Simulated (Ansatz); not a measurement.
In doubt: masses and optical values from hybrid runs of this build are listed as unsure, which bears on the screening that GW takes from such a start.

Rows from a G0W0 calculation on Si3N4 (P6_3/m) (Ansatz 0.2.0; G0W0 on Hartree-Fock, plane waves, PAW; PAW set soft_1; 3×3×4 mesh, 607 empty bands, screening to 150 eV, PAW set soft_1 files), in eV. Spin-orbit coupling is left out.

```tsv
row	k	band	start	Σx	Σc at the solution	Vxc
A	Γ	c1	17.807	-4.766	-2.821	-4.773
B	(0.000, 0.000, 0.250)	c1	19.338	-3.642	-2.784	-3.641
C	Γ	v1	3.905	-22.115	2.098	-22.084
D	(0.000, 0.000, 0.250)	c2	19.604	-6.366	-3.288	-6.373
E	(0.000, 0.000, 0.250)	v1	4.106	-22.069	2.024	-22.055
F	Γ	c2	18.034	-6.389	-3.202	-6.431
```

Q: Give the quasiparticle energies and the shift of each level.

The quasiparticle equation reads E = start + Σx + Σc(E) − Vxc.

```tsv
row	E (eV)	shift (eV)
A	14.993	−2.814
B	16.553	−2.784
C	5.972	+2.067
D	16.323	−3.281
E	6.115	+2.010
F	14.873	−3.160
```

The gap over the computed points goes from 13.70 eV to 8.76 eV.

Limits: not at the basis limit; coarse k mesh.

[Paths, hosts, dates, memory and timing lines, banners, echoed tables and standing remarks are left out of the program output.]

[Logs are printed without paths, hosts, clocks, repeated set-up lines and the standing remarks that a program may print on its own settings, such as how far it seeks lower states.]

[Runs of the session that timed out or met a known fault of the program may be left out.]

[Cells called generated may have been cut or substituted from an entry of the Crystallography Open Database or the Materials Project.]

[Hosts, paths, dates, database ids (printed as entryN), source tags and the programs' standing remarks are cut or masked in the printed files.]
